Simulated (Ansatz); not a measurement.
# What SnO (model cell, started as layered BN type) distorts into, part 2 of 3

Which phase does SnO (model cell, started as layered BN type) fall into along its unstable mode, and how much energy does it gain?

Ansatz 0.2.0; DFT PBE, scalar-relativistic, plane waves, PAW.

So far, highest frequency on the path or at a solved wavevector (cm⁻¹): step 2 (response at finite wavevector) 273. Also lowest frequency on the path (cm⁻¹): step 2 -288.

The structure was built from a prototype and need not be the compound's stable phase.

### 6. Relaxation from the frozen mode

Starting from the lowest point found, all atoms and the cell are let go, so that strain and other modes of the same symmetry can join in.

Input file input.yaml:

```yaml
crystal:
  lattice:
    - [4.1730563351, 0.0, 0.0]
    - [-2.0865281675, 3.6139727976, 0.0]
    - [0.0, 0.0, 5.2350607344]
  atoms:
    - { symbol: Sn, position: [0.3333333333, 0.6666666667, 0.2425074702] }
    - { symbol: Sn, position: [0.6666666667, 0.3333333333, 0.7574925298] }
    - { symbol: O, position: [0.6666666667, 0.3333333333, 0.1640411119] }
    - { symbol: O, position: [0.3333333333, 0.6666666667, 0.8359588881] }
kpoints:
  mp_grid: { grid: [10, 10, 6] }
hamiltonian:
  xc: pbe
scf:
  occupations: { method: fixed }
output:
  forces: true
  stress: true
  eigenvalues: true
relax:
  adjacent_minimum: "off"
  f_tol: 0.002
  max_steps: 120
  cell: { stress_tol: 0.03 }
```

Run with:

```sh
ansatz run input.yaml --threads 4 --pin off --max-ram 7168MiB --backend cpu --events-out ev --progress --plain --runs-dir out
```

Numbers of over 12 decimals in the logs are rounded to 6 here.

What it wrote:

```text
[...]
Crystal: 4 atoms, lattice volume = 78.952 Å³
Basis set: ecut = 420 eV, 1535 PW (Γ), exchange–correlation on 60×60×72 points (8 copies of the dense FFT grid, shifted against one another)
Bands: 24, of which v1, the nominal top of the filled ones, is band 20 counted from 1 (19 counted from 0)
Symmetry: 12 space group operations
[...]
k-points: 72 of 600
[...]
SCF iter   1: F=—  HF=-13182.232337 eV  |F-HF|=—  |Δ(HF+E_count)|=         —  Δρ=2.80e-3  dr2=3.86e-3  ethr=1.77e-3  ⟨swp⟩=5.0  Hψ=6800  notcnv=0  defer=135
[...]
SCF iter   7: F=-13182.232504 eV  HF=-13182.232504 eV  |F-HF|=2.14e-8  |Δ(HF+E_count)|=   4.43e-7  Δρ=5.40e-6  dr2=2.53e-8  ethr=2.50e-10  ⟨swp⟩=8.8  Hψ=9564  notcnv=0
SCF 1 converged in 7 iterations: F = -13182.232504 eV  dr2 = 2.53e-8
[...]
relax step   1: F+E_penalty+E_count = -13182.23250424 eV  Δ(F+E_penalty+E_count) = +0.000e0 eV  max|allowed force component| = 4.320e-1 eV/Å  Δτ_max = 0.0000 Å  P = +1.239 GPa  Ω = 78.952 Å³  (7 SCF iters, dr2 threshold 1.00e-7 eV, accepted)
Crystal: 4 atoms, lattice volume = 81.180 Å³
Basis set: ecut = 420 eV, 1579 PW (Γ), exchange–correlation on 60×60×72 points (8 copies of the dense FFT grid, shifted against one another)
[...]
iter 1 solved again at ethr=2.93e-5 eV; its pass at ethr=3.10e-3 eV (dr2=1.17e-2 eV) is discarded
[...]
SCF iter   7: F=-13182.465330 eV  HF=-13182.465330 eV  |F-HF|=7.81e-8  |Δ(HF+E_count)|=   1.12e-6  Δρ=5.31e-6  dr2=3.50e-8  ethr=1.00e-9  ⟨swp⟩=8.3  Hψ=9013  notcnv=0
SCF 2 converged in 7 iterations: F = -13182.465330 eV  dr2 = 3.50e-8
relax step   2: F+E_penalty+E_count = -13182.46533013 eV  Δ(F+E_penalty+E_count) = -2.328e-1 eV  max|allowed force component| = 1.826e-1 eV/Å  Δτ_max = 0.0837 Å  P = -0.639 GPa  Ω = 81.180 Å³  energy of the carried Pulay correction = -4.733e-3 eV  (7 SCF iters, dr2 threshold 4.00e-7 eV, accepted)
Crystal: 4 atoms, lattice volume = 78.352 Å³
Basis set: ecut = 420 eV, 1543 PW (Γ), exchange–correlation on 60×60×72 points (8 copies of the dense FFT grid, shifted against one another)
[...]
SCF iter   7: F=-13182.633640 eV  HF=-13182.633640 eV  |F-HF|=1.23e-7  |Δ(HF+E_count)|=   3.80e-6  Δρ=1.11e-5  dr2=9.09e-8  ethr=1.00e-9  ⟨swp⟩=9.3  Hψ=9711  notcnv=0
SCF 3 converged in 7 iterations: F = -13182.633640 eV  dr2 = 9.09e-8
relax step   3: F+E_penalty+E_count = -13182.63363998 eV  Δ(F+E_penalty+E_count) = -1.683e-1 eV  max|allowed force component| = 7.038e-1 eV/Å  Δτ_max = 0.0641 Å  P = +3.231 GPa  Ω = 78.352 Å³  energy of the carried Pulay correction = +1.297e-3 eV  (7 SCF iters, dr2 threshold 4.00e-7 eV, accepted)
[... from here on, the SCF cycles and remarks between the steps are left out ...]
relax step   4: F+E_penalty+E_count = -13182.43619227 eV  Δ(F+E_penalty+E_count) = +1.974e-1 eV  max|allowed force component| = 1.719e0 eV/Å  Δτ_max = 0.1591 Å  P = +0.402 GPa  Ω = 75.783 Å³  energy of the carried Pulay correction = +6.967e-3 eV  (7 SCF iters, dr2 threshold 4.00e-7 eV, rejected (line search))
relax step   5: F+E_penalty+E_count = -13182.69319381 eV  Δ(F+E_penalty+E_count) = -5.955e-2 eV  max|allowed force component| = 1.532e-1 eV/Å  Δτ_max = 0.0232 Å  P = +0.986 GPa  Ω = 79.251 Å³  energy of the carried Pulay correction = -6.428e-4 eV  (11 SCF iters, accepted)
relax step   6: F+E_penalty+E_count = -13182.71243568 eV  Δ(F+E_penalty+E_count) = -1.924e-2 eV  max|allowed force component| = 1.521e-2 eV/Å  Δτ_max = 0.0177 Å  P = +0.190 GPa  Ω = 79.849 Å³  energy of the carried Pulay correction = -1.923e-3 eV  (6 SCF iters, dr2 threshold 4.00e-7 eV, accepted)
relax step   7: F+E_penalty+E_count = -13182.71369658 eV  Δ(F+E_penalty+E_count) = -1.261e-3 eV  max|allowed force component| = 1.770e-2 eV/Å  Δτ_max = 0.0084 Å  P = -0.009 GPa  Ω = 80.223 Å³  energy of the carried Pulay correction = -2.717e-3 eV  (5 SCF iters, dr2 threshold 4.00e-7 eV, accepted)
relax step   8: F+E_penalty+E_count = -13182.71348287 eV  Δ(F+E_penalty+E_count) = +2.137e-4 eV  max|allowed force component| = 1.086e-3 eV/Å  Δτ_max = 0.0021 Å  P = -0.003 GPa  Ω = 80.344 Å³  energy of the carried Pulay correction = -2.974e-3 eV  (5 SCF iters, dr2 threshold 1.96e-8 eV, accepted)
relax step   9: F+E_penalty+E_count = -13182.77842543 eV  Δ(F+E_penalty+E_count) = -6.494e-2 eV  max|allowed force component| = 4.954e-2 eV/Å  Δτ_max = 0.0000 Å  P = +0.922 GPa  Ω = 80.344 Å³  stress off target by 2.69e0 GPa  SCF on the basis re-selected at this cell (its energy is not comparable with the rows above)  (8 SCF iters)
relax step  10: F+E_penalty+E_count = -13182.80017867 eV  Δ(F+E_penalty+E_count) = -2.175e-2 eV  max|allowed force component| = 2.473e-2 eV/Å  Δτ_max = 0.0296 Å  P = +0.253 GPa  Ω = 82.659 Å³  energy of the carried Pulay correction = -6.201e-3 eV  (6 SCF iters, dr2 threshold 4.00e-7 eV, accepted)
relax step  11: F+E_penalty+E_count = -13182.80153773 eV  Δ(F+E_penalty+E_count) = -1.359e-3 eV  max|allowed force component| = 1.293e-2 eV/Å  Δτ_max = 0.0350 Å  P = +0.031 GPa  Ω = 85.185 Å³  energy of the carried Pulay correction = -1.449e-2 eV  (6 SCF iters, dr2 threshold 4.00e-7 eV, accepted)
relax step  12: F+E_penalty+E_count = -13182.80030739 eV  Δ(F+E_penalty+E_count) = +1.230e-3 eV  max|allowed force component| = 5.749e-2 eV/Å  Δτ_max = 0.0098 Å  P = -0.104 GPa  Ω = 85.478 Å³  energy of the carried Pulay correction = -1.561e-2 eV  (6 SCF iters, dr2 threshold 8.57e-8 eV, rejected (line search))
relax step  13: F+E_penalty+E_count = -13182.80156484 eV  Δ(F+E_penalty+E_count) = -2.711e-5 eV  max|allowed force component| = 8.450e-3 eV/Å  Δτ_max = 0.0031 Å  P = +0.060 GPa  Ω = 85.242 Å³  energy of the carried Pulay correction = -1.473e-2 eV  (8 SCF iters, accepted)
relax step  14: F+E_penalty+E_count = -13182.80020828 eV  Δ(F+E_penalty+E_count) = +1.357e-3 eV  max|allowed force component| = 1.772e-2 eV/Å  Δτ_max = 0.0028 Å  P = -0.091 GPa  Ω = 85.618 Å³  energy of the carried Pulay correction = -1.612e-2 eV  (6 SCF iters, dr2 threshold 3.12e-8 eV, accepted)
relax step  15: F+E_penalty+E_count = -13182.80069806 eV  Δ(F+E_penalty+E_count) = -4.898e-4 eV  max|allowed force component| = 4.786e-5 eV/Å  Δτ_max = 0.0004 Å  P = -0.000 GPa  Ω = 85.494 Å³  energy of the carried Pulay correction = -1.566e-2 eV  (4 SCF iters, dr2 threshold 2.87e-8 eV, accepted)
relax step  16: F+E_penalty+E_count = -13182.82381756 eV  Δ(F+E_penalty+E_count) = -2.312e-2 eV  max|allowed force component| = 8.167e-3 eV/Å  Δτ_max = 0.0000 Å  P = +0.113 GPa  Ω = 85.494 Å³  stress off target by 5.33e-1 GPa  SCF on the basis re-selected at this cell (its energy is not comparable with the rows above)  (7 SCF iters)
relax step  17: F+E_penalty+E_count = -13182.82263765 eV  Δ(F+E_penalty+E_count) = +1.180e-3 eV  max|allowed force component| = 1.054e-2 eV/Å  Δτ_max = 0.0238 Å  P = +0.013 GPa  Ω = 87.331 Å³  energy of the carried Pulay correction = -4.512e-3 eV  (6 SCF iters, dr2 threshold 4.00e-7 eV, accepted)
relax step  18: F+E_penalty+E_count = -13182.82183709 eV  Δ(F+E_penalty+E_count) = +8.006e-4 eV  max|allowed force component| = 2.654e-3 eV/Å  Δτ_max = 0.0046 Å  P = -0.001 GPa  Ω = 87.682 Å³  energy of the carried Pulay correction = -5.471e-3 eV  (6 SCF iters, dr2 threshold 3.91e-8 eV, accepted)
relax step  19: F+E_penalty+E_count = -13182.82202073 eV  Δ(F+E_penalty+E_count) = -1.836e-4 eV  max|allowed force component| = 7.818e-3 eV/Å  Δτ_max = 0.0012 Å  P = -0.026 GPa  Ω = 87.612 Å³  energy of the carried Pulay correction = -5.284e-3 eV  (6 SCF iters, dr2 threshold 4.40e-10 eV, rejected (line search))
relax step  20: F+E_penalty+E_count = -13182.82196161 eV  Δ(F+E_penalty+E_count) = -1.245e-4 eV  max|allowed force component| = 4.553e-4 eV/Å  Δτ_max = 0.0006 Å  P = +0.000 GPa  Ω = 87.636 Å³  energy of the carried Pulay correction = -5.348e-3 eV  (7 SCF iters, accepted)
relax step  21: F+E_penalty+E_count = -13182.82827512 eV  Δ(F+E_penalty+E_count) = -6.314e-3 eV  max|allowed force component| = 1.468e-3 eV/Å  Δτ_max = 0.0000 Å  P = +0.022 GPa  Ω = 87.636 Å³  stress off target by 1.37e-1 GPa  SCF on the basis re-selected at this cell (its energy is not comparable with the rows above)  (7 SCF iters)
relax step  22: F+E_penalty+E_count = -13182.82713911 eV  Δ(F+E_penalty+E_count) = +1.136e-3 eV  max|allowed force component| = 2.308e-3 eV/Å  Δτ_max = 0.0084 Å  P = +0.017 GPa  Ω = 88.284 Å³  energy of the carried Pulay correction = -1.487e-3 eV  (6 SCF iters, dr2 threshold 4.69e-8 eV, accepted)
relax step  23: F+E_penalty+E_count = -13182.82677712 eV  Δ(F+E_penalty+E_count) = +3.620e-4 eV  max|allowed force component| = 6.804e-3 eV/Å  Δτ_max = 0.0013 Å  P = -0.028 GPa  Ω = 88.443 Å³  energy of the carried Pulay correction = -1.857e-3 eV  (6 SCF iters, dr2 threshold 3.72e-9 eV, accepted)
relax step  24: F+E_penalty+E_count = -13182.82673208 eV  Δ(F+E_penalty+E_count) = +4.504e-5 eV  max|allowed force component| = 1.339e-3 eV/Å  Δτ_max = 0.0008 Å  P = +0.002 GPa  Ω = 88.462 Å³  energy of the carried Pulay correction = -1.907e-3 eV  (5 SCF iters, dr2 threshold 2.89e-9 eV, accepted)
relax step  25: F+E_penalty+E_count = -13182.82879275 eV  Δ(F+E_penalty+E_count) = -2.061e-3 eV  max|allowed force component| = 1.229e-3 eV/Å  Δτ_max = 0.0000 Å  P = +0.008 GPa  Ω = 88.462 Å³  stress off target by 3.93e-2 GPa  SCF on the basis re-selected at this cell (its energy is not comparable with the rows above)  (6 SCF iters)
relax step  26: F+E_penalty+E_count = -13182.82841731 eV  Δ(F+E_penalty+E_count) = +3.754e-4 eV  max|allowed force component| = 2.181e-4 eV/Å  Δτ_max = 0.0023 Å  P = +0.004 GPa  Ω = 88.647 Å³  energy of the carried Pulay correction = -4.110e-4 eV  (6 SCF iters, dr2 threshold 3.86e-9 eV, accepted)
relax step  27: F+E_penalty+E_count = -13182.82816435 eV  Δ(F+E_penalty+E_count) = +2.530e-4 eV  max|allowed force component| = 7.864e-5 eV/Å  Δτ_max = 0.0014 Å  P = +0.000 GPa  Ω = 88.762 Å³  energy of the carried Pulay correction = -6.694e-4 eV  (8 SCF iters, accepted)
Basis set: ecut = 420 eV, 1727 PW (Γ), exchange–correlation on 54×54×96 points (8 copies of the dense FFT grid, shifted against one another)
[...]
SCF iter   6: F=-13182.828856 eV  HF=-13182.828856 eV  |F-HF|=1.64e-11  |Δ(HF+E_count)|=  3.27e-11  Δρ=4.61e-8  dr2=1.78e-12  ethr=1.00e-12  ⟨swp⟩=9.3  Hψ=9801  notcnv=0
SCF 28 converged in 6 iterations: F = -13182.828856 eV  dr2 = 1.78e-12
relax step  28: F+E_penalty+E_count = -13182.82885582 eV  Δ(F+E_penalty+E_count) = -6.915e-4 eV  max|allowed force component| = 3.363e-5 eV/Å  Δτ_max = 0.0000 Å  P = +0.002 GPa  Ω = 88.762 Å³  stress off target by 1.45e-2 GPa  SCF on the basis re-selected at this cell (its energy is not comparable with the rows above)  (6 SCF iters)
[...]
SCF converged after 6 iterations
Free energy (F): -13182.828856 eV
[...]
Internal energy: -13182.828856 eV  (E = F + TS)
E sigma→0 (E₀):  -13182.828856 eV
Fermi energy:    6.150400 eV
[...]
--- Forces (eV/Å), atoms counted from 1 ---
  atom   1  Sn     0.00000000     0.00000000    -0.00002987
  atom   2  Sn    -0.00000000     0.00000000     0.00002987
  atom   3  O      0.00000000     0.00000000     0.00003363
  atom   4  O      0.00000000    -0.00000000    -0.00003363
  max |Σ_I F_I| component: 9.25e-17 eV/Å
--- Stress (GPa, compression-positive) ---
       -0.003986      -0.000000       0.000000
       -0.000000      -0.003986      -0.000000
        0.000000      -0.000000       0.014453
  P = ⅓ Tr σ = 0.0022 GPa (0.022 kbar)
--- Band table (eV; the first three rows and the last of 72) ---
  k-point 0: bands = [... 16 lower, 2.5158, 3.8333, 3.8333, 6.1504, 8.8926, 11.2349, 11.2349, 11.6565]
  k-point 1: bands = [... 16 lower, 2.5170, 3.8322, 3.8322, 5.8946, 9.0026, 11.2100, 11.2100, 11.5646]
  k-point 2: bands = [... 16 lower, 2.5199, 3.8300, 3.8300, 5.3777, 9.2031, 11.1629, 11.1629, 11.3811]
  k-point 71: bands = [... 16 lower, 3.4106, 3.5504, 5.5899, 5.9229, 8.8556, 9.4717, 10.1867, 10.2686]
--- Relaxed structure (23 steps of the walk, 20 accepted, 5 SCFs on fresh bases) ---
  F+E_penalty+E_count = -13182.82885582 eV   max|allowed force component| = 3.363e-5 eV/Å   (the final SCF, on the basis selected at the relaxed cell)
  cell:  # Å, volume = 88.7622 Å³
    - [3.896172, -2.695210925101123e-11, 5.975192418517728e-17]
    - [-1.948086, 3.374184, -2.987596209223066e-17]
    - [7.495823851609834e-17, 0, 6.751828]
  atoms:
    - { symbol: Sn, position: [0.333333, 0.666667, 0.207370] }
    - { symbol: Sn, position: [0.666667, 0.333333, 0.792630] }
    - { symbol: O, position: [0.666667, 0.333333, 0.113819] }
    - { symbol: O, position: [0.333333, 0.666667, 0.886181] }
```

Run time: 58 s. Hardware: 4 threads of Arm Neoverse V2, shared host; peak memory 0.47 GiB; 3.7 min of CPU time.

Step by step (22 of 28):

```csv
step,energy less that of the first step (eV),largest force component (eV/Å),pressure (GPa),volume (Å³)
1,0.0000,0.4320,1.24,78.95
2,-0.2328,0.1826,-0.64,81.18
4,-0.2037,1.7191,0.40,75.78
5,-0.4607,0.1532,0.99,79.25
6,-0.4799,0.0152,0.19,79.85
7,-0.4812,0.0177,-0.01,80.22
9*,-0.5459,0.0495,0.92,80.34
10,-0.5677,0.0247,0.25,82.66
11,-0.5690,0.0129,0.03,85.18
13,-0.5691,0.0084,0.06,85.24
14,-0.5677,0.0177,-0.09,85.62
15,-0.5682,0.0000,0.00,85.49
16*,-0.5913,0.0082,0.11,85.49
18,-0.5893,0.0027,0.00,87.68
19,-0.5895,0.0078,-0.03,87.61
20,-0.5895,0.0005,0.00,87.64
22,-0.5946,0.0023,0.02,88.28
23,-0.5943,0.0068,-0.03,88.44
24,-0.5942,0.0013,0.00,88.46
25*,-0.5963,0.0012,0.01,88.46
27,-0.5957,0.0001,0.00,88.76
28*,-0.5964,0.0000,0.00,88.76
```

Relaxation steps marked * repeat the geometry before them on a plane-wave basis chosen anew for their cell, so energy and pressure can jump there. Other such steps can lie between the rows shown. Relaxation steps 4, 12, 19 were tried and not accepted.

Forces are held to the 12 operations that the run works with; a distortion that breaks them can't arise in this run.

```csv
cell as run,before,after,change
a (Å),4.173,3.896,-6.6 %
b (Å),4.173,3.896,-6.6 %
c (Å),5.235,6.752,+29.0 %
volume (Å³/atom),19.74,22.19,+12.4 %
```

The atoms that moved most (Å, as changes of fractional coordinates times the final cell):

```
atom     dx     dy      dz  length
  O4  0.000  0.000   0.339   0.339
  O3  0.000  0.000  -0.339   0.339
 Sn1  0.000  0.000  -0.237   0.237
 Sn2  0.000  0.000   0.237   0.237
```

The relaxed structure:

```cif
data_structure
_symmetry_space_group_name_H-M 'P 1'
_symmetry_Int_Tables_number 1
_cell_length_a 3.8962
_cell_length_b 3.8962
_cell_length_c 6.7518
_cell_angle_alpha 90.000
_cell_angle_beta 90.000
_cell_angle_gamma 120.000
_cell_volume 88.76
loop_
_atom_site_label
_atom_site_type_symbol
_atom_site_fract_x
_atom_site_fract_y
_atom_site_fract_z
_atom_site_occupancy
Sn1 Sn 0.33333 0.66667 0.20737 1
Sn2 Sn 0.66667 0.33333 0.79263 1
O3 O 0.66667 0.33333 0.11382 1
O4 O 0.33333 0.66667 0.88618 1
```

Numbers from this step:

```yaml
pressure: 0.002160 GPa
gap_on_the_k_mesh: 1.331 eV
volume_per_atom: 22.19 Å³
```

The distorted start has space group P-3m1; the relaxation ends in P-3m1.

### 7. The new phase in its own primitive cell

The relaxed structure is symmetrised, reduced to its primitive cell and relaxed tightly, as its phonons need.

Input file input.yaml:

```yaml
crystal:
  lattice:
    - [3.8961715481, 0.0, 0.0]
    - [-1.9480857741, 3.3741835382, 0.0]
    - [0.0, 0.0, 6.7518281371]
  atoms:
    - { symbol: Sn, position: [0.3333333333, 0.6666666667, 0.2073696304] }
    - { symbol: Sn, position: [0.6666666667, 0.3333333333, 0.7926303696] }
    - { symbol: O, position: [0.6666666667, 0.3333333333, 0.1138192821] }
    - { symbol: O, position: [0.3333333333, 0.6666666667, 0.8861807179] }
kpoints:
  mp_grid: { grid: [9, 9, 4] }
hamiltonian:
  xc: pbe
scf:
  occupations: { method: fixed }
output:
  forces: true
  stress: true
  eigenvalues: true
relax:
  adjacent_minimum: "off"
  f_tol: 0.001
  max_steps: 60
  cell: { stress_tol: 0.01 }
```

What it wrote:

```text
[...]
Crystal: 4 atoms, lattice volume = 88.762 Å³
Basis set: ecut = 420 eV, 1727 PW (Γ), exchange–correlation on 54×54×96 points (8 copies of the dense FFT grid, shifted against one another)
Bands: 24, of which v1, the nominal top of the filled ones, is band 20 counted from 1 (19 counted from 0)
Symmetry: 12 space group operations
[...]
k-points: 43 of 324
[...]
--- Relaxed structure (3 steps of the walk, 3 accepted, 1 SCFs on fresh bases) ---
[...]
cell:  # Å, volume = 88.8346 Å³
    - [3.895933, 2.8865751170724126e-11, 0]
    - [-1.947966, 3.373977, 0]
    - [0, 0, 6.758162]
  atoms:
    - { symbol: Sn, position: [0.333333, 0.666667, 0.207188] }
    - { symbol: Sn, position: [0.666667, 0.333333, 0.792812] }
    - { symbol: O, position: [0.666667, 0.333333, 0.113715] }
    - { symbol: O, position: [0.333333, 0.666667, 0.886285] }
[key lines of the parts left out:]
SCF converged after 7 iterations
Free energy (F): -13182.828818 eV
Fermi energy:    6.139091 eV
P = ⅓ Tr σ = 0.0041 GPa (0.041 kbar)
```

Elapsed: 5.3 s, on 4 threads; peak memory 0.43 GiB.

Little changed from the start: no atom moved by 0.005 Å and no cell edge by 0.1 %.

Numbers from this step:

```
pressure           : 0.004117 GPa
gap on the k-mesh  : 1.422 eV
volume per atom    : 22.21 Å³
direct gap on mesh : 1.570 eV
```

The largest force component left is 0.49 meV/Å and the pressure is 0.004 GPa, within the tolerances set. The cell now holds 22.21 Å³/atom.

[end of part 2 of 3]

[Logs are printed without paths, hosts, clocks, repeated set-up lines and the standing remarks that a program may print on its own settings, such as how far it seeks lower states.]

[Hosts, paths, dates, database ids (printed as entryN), source tags and the programs' standing remarks are cut or masked in the printed files.]
